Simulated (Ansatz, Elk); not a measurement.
## Bonding as seen by X-rays: YAl2As2

The structure of YAl2As2 used here is made up (a known structure type with other elements) and was relaxed beforehand with r2SCAN. The aim is the Fourier transform of its all-electron density, F(hkl), set beside the sum over free spherical atoms that refinements use.

Program: Elk 11.2.3 (patched build). Level of theory: DFT, PBE, all-electron APW+lo, Dirac cores, scalar-relativistic bands, static density, no spin. Results are calculated unless marked as measured.

The structure was built from a prototype and need not be the compound's stable phase.

### 1. The starting structure

It takes space group P-3m1 (No. 164, trigonal). The conventional cell has a = 4.447 Å, b = 4.447 Å, c = 6.156 Å, α = 90.00°, β = 90.00°, γ = 120.00°. Y has 6 As at 3.06 Å and 6 Al at 3.26 Å nearest. Nearest to As lie 4 Al at 2.50 to 2.59 Å and 3 Y at 3.06 Å. Nearest to Al lie 4 As at 2.50 to 2.59 Å and 3 Y at 3.26 Å. Farther neighbours are not listed.

Structure file:

```cif
data_structure
_symmetry_space_group_name_H-M 'P-3m1'
_symmetry_Int_Tables_number 164
_cell_length_a 4.4469
_cell_length_b 4.4469
_cell_length_c 6.1560
_cell_angle_alpha 90.000
_cell_angle_beta 90.000
_cell_angle_gamma 120.000
_cell_volume 105.43
loop_
_atom_site_label
_atom_site_type_symbol
_atom_site_symmetry_multiplicity
_atom_site_Wyckoff_symbol
_atom_site_fract_x
_atom_site_fract_y
_atom_site_fract_z
_atom_site_occupancy
Y1 Y 1 a 0.00000 0.00000 0.00000 1
As1 As 2 d 0.66667 0.33333 0.73100 1
Al1 Al 2 d 0.66667 0.33333 0.32515 1
```

### 2. Ground state and structure factors

An all-electron density is needed, since X-rays see the cores too. Task 0 finds the density and task 195 Fourier-transforms it; tshift is off so that phases refer to the origin typed.

elk.in reads:

```
tasks
  0
  195

xctype
  20

spinpol
  .false.

rgkmax
  7.0

gmaxvr
  14.0

lmaxo
  7

lmaxapw
  8

swidth
  0.002

tshift
  .false.

ramdisk
  .false.

hmaxvr
  5.5

maxscl
  120

epspot
  1e-06

sppath
  './'

avec
  8.40342298671 0.00000000000 0.00000000000
  -4.20171149335 7.27757778524 -0.00000000000
  0.00000000000 -0.00000000000 11.63320006469

atoms
  3
  'Y.in'
  1
  0.0000000000 0.0000000000 -0.0000000000   0.000000 0.000000 0.000000
  'As.in'
  2
  0.6666666667 0.3333333333 0.7309956894   0.000000 0.000000 0.000000
  0.3333333333 0.6666666667 0.2690043106   0.000000 0.000000 0.000000
  'Al.in'
  2
  0.6666666667 0.3333333333 0.3251544528   0.000000 0.000000 0.000000
  0.3333333333 0.6666666667 0.6748455472   0.000000 0.000000 0.000000

ngridk
  6 6 4
```

Launch:

```
$ OMP_NUM_THREADS=4 elk
```

Numbers of over 12 decimals in the logs are rounded to 6 here.

Output:

```text
┌─────────────────────────┐
│ Elk code version 11.2.3 │
└─────────────────────────┘

All units are atomic (Hartree, Bohr, etc.)

┌─────────────────────────────────────────────────┐
│ Ground-state run starting from atomic densities │
└─────────────────────────────────────────────────┘

Lattice vectors :
   8.403422987       0.000000000       0.000000000
  -4.201711493       7.277577785      -0.000000000
   0.000000000      -0.000000000       11.63320006

Reciprocal lattice vectors :
  0.7476935669      0.4316810821       0.000000000
  -0.000000000      0.8633621643       0.000000000
  -0.000000000       0.000000000      0.5401080762

Unit cell volume      :    711.4465495
Brillouin zone volume :   0.3486561480

Muffin-tin inner radius fraction :   0.1000000000E-01

Nuclei treated as point charges

Species : 1 (Y)
 parameters loaded from : Y.in
 name : yttrium
 nuclear charge    :   -39.00000000
 electronic charge :    39.00000000
 atomic mass :    162065.4503
 muffin-tin radius :    2.600000000
 number of radial points in muffin-tin :   1193
 inner part over the whole radius :   0.9871815862E-02
 number on inner part of muffin-tin    :    847
 approximate nuclear radius :   0.8135895711E-04
 number of mesh points to nuclear radius :    416
 atomic positions (lattice), magnetic fields (Cartesian) :
  1 :   0.00000000  0.00000000  0.00000000    0.00000000  0.00000000  0.00000000

Species : 2 (As)
 parameters loaded from : As.in
 name : arsenic
 nuclear charge    :   -33.00000000
 electronic charge :    33.00000000
 atomic mass :    136573.7220
 muffin-tin radius :    2.400000000
 number of radial points in muffin-tin :    993
 inner part over the whole radius :   0.9862024899E-02
 number on inner part of muffin-tin    :    702
 approximate nuclear radius :   0.7712558785E-04
 number of mesh points to nuclear radius :    341
 atomic positions (lattice), magnetic fields (Cartesian) :
  1 :  -0.33333333  0.33333333 -0.26900431    0.00000000  0.00000000  0.00000000
  2 :   0.33333333 -0.33333333  0.26900431    0.00000000  0.00000000  0.00000000

Species : 3 (Al)
 parameters loaded from : Al.in
 name : aluminium
 nuclear charge    :   -13.00000000
 electronic charge :    13.00000000
 atomic mass :    49184.33496
 muffin-tin radius :    2.200000000
 number of radial points in muffin-tin :    793
 inner part over the whole radius :   0.9821194981E-02
 number on inner part of muffin-tin    :    552
 approximate nuclear radius :   0.5839653600E-04
 number of mesh points to nuclear radius :    244
 atomic positions (lattice), magnetic fields (Cartesian) :
  1 :  -0.33333333  0.33333333  0.32515445    0.00000000  0.00000000  0.00000000
  2 :   0.33333333 -0.33333333 -0.32515445    0.00000000  0.00000000  0.00000000

Total number of atoms per unit cell :    5
Total muffin-tin volume :    278.6383244
 ratio of muffin-tin to unit cell volume :   0.3916503982

Spin treatment :
 spin-unpolarised

Number of Bravais lattice symmetries :   24
Number of crystal symmetries         :   12
Crystal has inversion symmetry
Real symmetric eigensolver will be used

k-point grid :      6     6     4
k-point offset :    0.000000000       0.000000000       0.000000000
k-point set is reduced with full crystal symmetry group
Total number of k-points :       24

Muffin-tin radius times maximum |G+k| :    7.000000000
 using average radius
Maximum |G+k| for APW functions       :    2.966101695
Maximum (1/2)|G+k|²                   :    4.398879632
Maximum |G| for potential and density :    14.00000000
Constant for pseudocharge density :    9
 order of it for each species :   16  16  16
 order of it for pair densities of each species (exact exchange by exxq0 0: 17) :   12  10   8
Radial integration step length :    1

G-vector grid sizes :     40    40    54
Number of G-vectors :    32961

Maximum angular momentum used for
 APW functions            :    8
 outer part of muffin-tin :    7
 inner part of muffin-tin :    2

Total nuclear charge    :   -131.0000000
[...]
electron entropic           :    -0.61036952462403E-03
 total energy                :     -8397.7622510819

Density of states at Fermi energy :    41.00775327
 (states/Hartree/unit cell)

Estimated indirect band gap :   0.4655114059E-02
 from k-point 9 to k-point 24
Estimated direct band gap   :   0.1605280475E-01
 at k-point 2

Charges :
 core                        :    72.00000000
 valence                     :    59.00000000
 interstitial                :    8.520057209
 muffin-tins (core leakage)
  species : 1 (Y)
   atom 1                    :    36.69829483     (  0.8850723709E-05)
  species : 2 (As)
[...]
species : 3 (Al)
[...]
total in muffin-tins        :    122.4799428
 total calculated charge     :    130.9983852
 total charge                :    131.0000000
 error                       :   0.1614798660E-02

RMS change in Kohn-Sham potential (target) :   0.4118275302     (  0.1000000000E-05)
Absolute change in total energy (target)   :    3.152491005     (  0.1000000000E-03)

[... loops 3 to 13 left out ...]

┌──────────────────┐
│ Loop number : 14 │
└──────────────────┘

Energies :
 Fermi                       :     0.280768
 sum of occupied eigenvalues :     -4868.2934295311
 electron kinetic            :      8603.3467283972
 core electron kinetic       :      8057.8465002495
 Coulomb                     :     -16682.161609964
 Coulomb potential           :     -13062.235087798
 nuclear-nuclear             :     -1014.2425365930
 electron-nuclear            :     -18293.177058803
 Hartree                     :      2625.2579854326
 Madelung                    :     -10151.044066065
 xc potential                :     -409.40507013069
 exchange                    :     -308.57026373310
 correlation                 :     -6.242446
 electron entropic           :    -0.66989609696479E-03
 total energy                :     -8393.6282613139

Density of states at Fermi energy :    47.57616713
 (states/Hartree/unit cell)

Estimated indirect band gap :   0.4018623516E-02
 from k-point 9 to k-point 13
Estimated direct band gap   :   0.1377388460E-01
 at k-point 2

Charges :
 core                        :    72.00000000
 valence                     :    59.00000000
 interstitial                :    8.520139033
 muffin-tins (core leakage)
  species : 1 (Y)
[...]
species : 2 (As)
[...]
species : 3 (Al)
[...]
total in muffin-tins        :    122.4798610
 total calculated charge     :    130.9984092
 total charge                :    131.0000000
 error                       :   0.1590825583E-02

RMS change in Kohn-Sham potential (target) :   0.1209599569E-06 (  0.1000000000E-05)
Absolute change in total energy (target)   :   0.6127700726E-04 (  0.1000000000E-03)

Convergence targets achieved

┌──────────────────┐
│ Loop number : 15 │
└──────────────────┘

Energies :
 Fermi                       :     0.280768
 sum of occupied eigenvalues :     -4868.2934256558
 electron kinetic            :      8603.3467321347
 core electron kinetic       :      8057.8465035843
 Coulomb                     :     -16682.161611473
 Coulomb potential           :     -13062.235088747
 nuclear-nuclear             :     -1014.2425365930
 electron-nuclear            :     -18293.177060744
 Hartree                     :      2625.2579858638
 Madelung                    :     -10151.044067099
 xc potential                :     -409.40506904308
 exchange                    :     -308.57026375456
 correlation                 :     -6.242446
 electron entropic           :    -0.66989630057072E-03
 total energy                :     -8393.6282591090

Density of states at Fermi energy :    47.57618491
 (states/Hartree/unit cell)

Estimated indirect band gap :   0.4018626746E-02
 from k-point 9 to k-point 13
Estimated direct band gap   :   0.1377388477E-01
 at k-point 2

Charges :
 core                        :    72.00000000
 valence                     :    59.00000000
 interstitial                :    8.520138923
 muffin-tins (core leakage)
  species : 1 (Y)
[...]
species : 2 (As)
[...]
atom 2                    :    31.62102491     (  0.1439955709E-03)
  species : 3 (Al)
   atom 1                    :    11.21173353     (  0.4687460311E-03)
   atom 2                    :    11.21173353     (  0.4687460311E-03)
 total in muffin-tins        :    122.4798611
 total calculated charge     :    130.9984092
 total charge                :    131.0000000
 error                       :   0.1590825705E-02

┌──────────────────────────────┐
│ Self-consistent loop stopped │
└──────────────────────────────┘

Warning : core states of species 2 leak from the muffin-tin :   0.1439955709E-03

Warning : core states of species 3 leak from the muffin-tin :   0.4687460311E-03

Wrote STATE.OUT
```

Run time: 27 s. Hardware: 4 threads of Arm Neoverse V2, shared host; peak memory 0.21 GiB.

SFACRHO.OUT:

```text

h k l indices transformed by vhmat matrix:
   1.000000000       0.000000000       0.000000000    
   0.000000000       1.000000000       0.000000000    
   0.000000000       0.000000000       1.000000000    

      h      k      l  multipl.   |H|            Re(F)            Im(F)           |F|

      0      0      0      1   0.0000000       131.00000      0.50353542E-16   131.00000    
      0      0      1      2  0.54010808       18.327723      -0.0000000       18.327723    
      0      1      0      6  0.86336216      -5.9756898      0.12341630E-14   5.9756898    
     -1      0      1      6   1.0183864       73.870047      0.19746609E-13   73.870047    
      0      1     -1      6   1.0183864       7.5106275      0.10876062E-13   7.5106275    
      0      0      2      2   1.0802162      -33.534403     -0.22214935E-13   33.534403    
     -1      0     -2      6   1.3828453       58.754606      -0.0000000       58.754606    
      1     -1      2      6   1.3828453       62.603820      0.98733043E-14   62.603820    
      1     -2      0      6   1.4953871       97.558421     -0.78122371E-16   97.558421    
      1      1     -1     12   1.5899369       15.187042      0.61708152E-14   15.187042    
      0      0     -3      2   1.6203242       62.518462     -0.14655686E-13   62.518462    
     -2      2      0      6   1.7267243      -4.0710716      -0.0000000       4.0710716    
      0      2      1      6   1.8092246       6.2050912      0.50909225E-14   6.2050912    
      0      2     -1      6   1.8092246       62.041492     -0.13575793E-13   62.041492    
      1      0     -3      6   1.8359861      -24.473660      0.41961543E-13   24.473660    
      0     -1      3      6   1.8359861       46.963362      0.24683261E-13   46.963362    
     -1     -1     -2     12   1.8447356      -27.316829      0.11107467E-13   27.316829    
      2      0     -2      6   2.0367729       50.785027     -0.27151587E-13   50.785027
```

Elk indexes on the primitive cell of elk.in and gives |H| = 4π sin θ/λ in inverse bohr. Below, one row stands for each form hkl of the conventional cell (m members, Friedel mates merged), F is for one primitive cell and the density is static (no thermal factor). Free-atom factors are Waasmaier and Kirfel's, and R is Σm||F|−|F'||/Σm|F|.

| hkl | m | sin θ/λ (Å⁻¹) | abs F, DFT | neutral atoms | diff. |
| --- | --- | --- | --- | --- | --- |
| 001 | 2 | 0.081 | 18.328 | 18.246 | +0.082 |
| 100 | 6 | 0.130 | 5.976 | 5.838 | +0.138 |
| 011 | 6 | 0.153 | 73.870 | 73.656 | +0.215 |
| 101 | 6 | 0.153 | 7.511 | 7.624 | -0.113 |
| 002 | 2 | 0.162 | 33.534 | 33.139 | +0.395 |
| 102 | 6 | 0.208 | 58.755 | 58.716 | +0.039 |
| 012 | 6 | 0.208 | 62.604 | 62.842 | -0.238 |
| 110 | 6 | 0.225 | 97.558 | 97.730 | -0.171 |
| 111 | 12 | 0.239 | 15.187 | 15.236 | -0.049 |
| 003 | 2 | 0.244 | 62.519 | 62.917 | -0.398 |
| 200 | 6 | 0.260 | 4.071 | 4.302 | -0.231 |
| 021 | 6 | 0.272 | 6.205 | 6.115 | +0.090 |
| 201 | 6 | 0.272 | 62.041 | 62.163 | -0.121 |
| 013 | 6 | 0.276 | 24.474 | 24.835 | -0.361 |
| 103 | 6 | 0.276 | 46.963 | 47.111 | -0.148 |
| 112 | 12 | 0.277 | 27.317 | 27.761 | -0.444 |
| 022 | 6 | 0.306 | 50.785 | 51.005 | -0.221 |
| 202 | 6 | 0.306 | 54.260 | 54.428 | -0.169 |

### 3. The highest occupied states alone

An energy window below the Fermi level keeps the highest occupied states, to see at which angles they scatter; shallow core shells can lie inside it and anion s states outside. No new self-consistency is needed.

Changes to elk.in since step 2:

```diff
@@ -1,3 +1,2 @@
 tasks
-  0
   195
@@ -40,2 +39,5 @@
 
+wsfac
+  -0.160220 0.580770
+
 sppath
```

Launch:

```
$ OMP_NUM_THREADS=4 elk
```

Output:

```text
┌─────────────────────────────────┐
│ Elk code version 11.2.3 started │
└─────────────────────────────────┘

Info(readinput): the functional depends on the density's gradient
 muffin-tin radial points multiplied by    2.00000
 (not where nrmtscf is given)

┌────────────────────┐
│ Current task : 195 │
└────────────────────┘

Info(sfacrho): density structure factors written to SFACRHO.OUT

 Energy window :  -0.1602200000      0.5807700000

┌──────────────────┐
│ Elk code stopped │
└──────────────────┘
```

The job ended after 11 s (4 threads; peak memory 0.16 GiB).

States within 12 eV below the Fermi level hold 17.01 electrons; any levels below the window count with the cores. Their amplitudes can exceed the total, where window and core parts have opposite phase:

| hkl | sin θ/λ (Å⁻¹) | abs F, window | abs F, all |
| --- | --- | --- | --- |
| 001 | 0.081 | 0.626 | 18.328 |
| 100 | 0.130 | 2.418 | 5.976 |
| 011 | 0.153 | 2.373 | 73.870 |
| 101 | 0.153 | 0.989 | 7.511 |
| 002 | 0.162 | 3.203 | 33.534 |
| 102 | 0.208 | 0.766 | 58.755 |
| 012 | 0.208 | 0.505 | 62.604 |
| 110 | 0.225 | 0.804 | 97.558 |
| 111 | 0.239 | 0.005 | 15.187 |
| 003 | 0.244 | 0.206 | 62.519 |

### 4. Another functional

The difference from free atoms is small, so it is set against the change that LDA (Perdew-Wang) makes.

Changes to elk.in since step 3:

```diff
@@ -1,2 +1,3 @@
 tasks
+  0
   195
@@ -4,3 +5,3 @@
 xctype
-  20
+  3
 
@@ -39,5 +40,2 @@
 
-wsfac
-  -0.160220 0.580770
-
 sppath
```

Launch:

```
$ OMP_NUM_THREADS=4 elk
```

Output:

```text
┌─────────────────────────┐
│ Elk code version 11.2.3 │
└─────────────────────────┘

All units are atomic (Hartree, Bohr, etc.)

┌─────────────────────────────────────────────────┐
│ Ground-state run starting from atomic densities │
└─────────────────────────────────────────────────┘

Lattice vectors :
   8.403422987       0.000000000       0.000000000
  -4.201711493       7.277577785      -0.000000000
   0.000000000      -0.000000000       11.63320006

Reciprocal lattice vectors :
  0.7476935669      0.4316810821       0.000000000
[...]
species : 3 (Al)
   atom 1                    :    11.22630852     (  0.4958512727E-03)
   atom 2                    :    11.22630852     (  0.4958512727E-03)
 total in muffin-tins        :    122.5531034
 total calculated charge     :    130.9983477
 total charge                :    131.0000000
 error                       :   0.1652321560E-02

┌──────────────────────────────┐
│ Self-consistent loop stopped │
└──────────────────────────────┘

Warning : core states of species 2 leak from the muffin-tin :   0.1421830005E-03

Warning : core states of species 3 leak from the muffin-tin :   0.4958512727E-03

Wrote STATE.OUT
[key lines of the parts left out:]
total energy                :     -8381.9923947438
```

Elapsed: 16 s, on 4 threads; peak memory 0.16 GiB; 45 s of CPU time.

Against the first run R = 0.07 %; the largest change is -0.062 at 205.

### 5. Basis size

The basis and the expansions that go with it are enlarged, to see whether the differences are converged.

Changes to elk.in since step 4:

```diff
@@ -5,3 +5,3 @@
 xctype
-  3
+  20
 
@@ -11,12 +11,12 @@
 rgkmax
-  7.0
+  8.5
 
 gmaxvr
-  14.0
+  18.0
 
 lmaxo
-  7
+  9
 
 lmaxapw
-  8
+  10
```

Launch:

```
$ OMP_NUM_THREADS=4 elk
```

Output:

```text
┌─────────────────────────┐
│ Elk code version 11.2.3 │
└─────────────────────────┘

All units are atomic (Hartree, Bohr, etc.)

┌─────────────────────────────────────────────────┐
│ Ground-state run starting from atomic densities │
└─────────────────────────────────────────────────┘

Lattice vectors :
   8.403422987       0.000000000       0.000000000
  -4.201711493       7.277577785      -0.000000000
   0.000000000      -0.000000000       11.63320006

Reciprocal lattice vectors :
  0.7476935669      0.4316810821       0.000000000
[...]
species : 3 (Al)
   atom 1                    :    11.21252579     (  0.4686422583E-03)
   atom 2                    :    11.21252579     (  0.4686422583E-03)
 total in muffin-tins        :    122.4884624
 total calculated charge     :    130.9987865
 total charge                :    131.0000000
 error                       :   0.1213471399E-02

┌──────────────────────────────┐
│ Self-consistent loop stopped │
└──────────────────────────────┘

Warning : core states of species 2 leak from the muffin-tin :   0.1439045840E-03

Warning : core states of species 3 leak from the muffin-tin :   0.4686422583E-03

Wrote STATE.OUT
[key lines of the parts left out:]
total energy                :     -8393.6350134676
```

Wall time 68 s (4 threads); peak memory 0.42 GiB.

Against the first run R = 0.00 %; the largest change is -0.005 at 015.

### 6. Settings against the effect

| run | R against the first run (%) | R against neutral atoms, low angle (%) | wall time |
| --- | --- | --- | --- |
| PBE, rgkmax 7 | 0.00 | 0.55 | 27 s |
| LDA (Perdew-Wang) | 0.07 | 0.54 | 16 s |
| rgkmax 8.5 with larger expansions | 0.00 | 0.55 | 68 s |

### 7. Results

| Property | Result |
| --- | --- |
| R against neutral atoms, sin θ/λ < 0.3 Å⁻¹ | 0.55 % |
| R against neutral atoms, 0.3 to 0.71 Å⁻¹ | 0.19 % |

**Reading.** Independent neutral atoms miss the calculated amplitudes by R = 0.55 % below 0.3 Å⁻¹ and 0.19 % from there to 0.71 Å⁻¹; by shells, 1.37 % below 0.15 Å⁻¹ (2 forms), 0.53 % 0.15 to 0.3 (14 forms), 0.24 % 0.3 to 0.45 (27 forms), 0.18 % above 0.45 (106 forms). Bonding, aspherical density and the tables' own atoms all enter these figures, and the runs don't part them. The largest change of an amplitude is -0.44 electrons, at 112. The window's part falls from 17.0 electrons at the origin to at most 0.28 between 0.45 and 0.71 Å⁻¹. Below 0.3 Å⁻¹ the changes that finished (LDA (Perdew-Wang) and rgkmax 8.5 with larger expansions) move F by R = 0.03 % at most, against the 0.55 % that separates it from free atoms. The k-mesh has no finished test. Part of the difference isn't bonding: the tables are fits to free atoms and ions calculated by other methods than this functional. Thermal motion, anomalous dispersion and extinction are left out.

[Logs are printed without paths, hosts, clocks, repeated set-up lines and the standing remarks that a program may print on its own settings, such as how far it seeks lower states.]

[Hosts, paths, dates, database ids (printed as entryN), source tags and the programs' standing remarks are cut or masked in the printed files.]
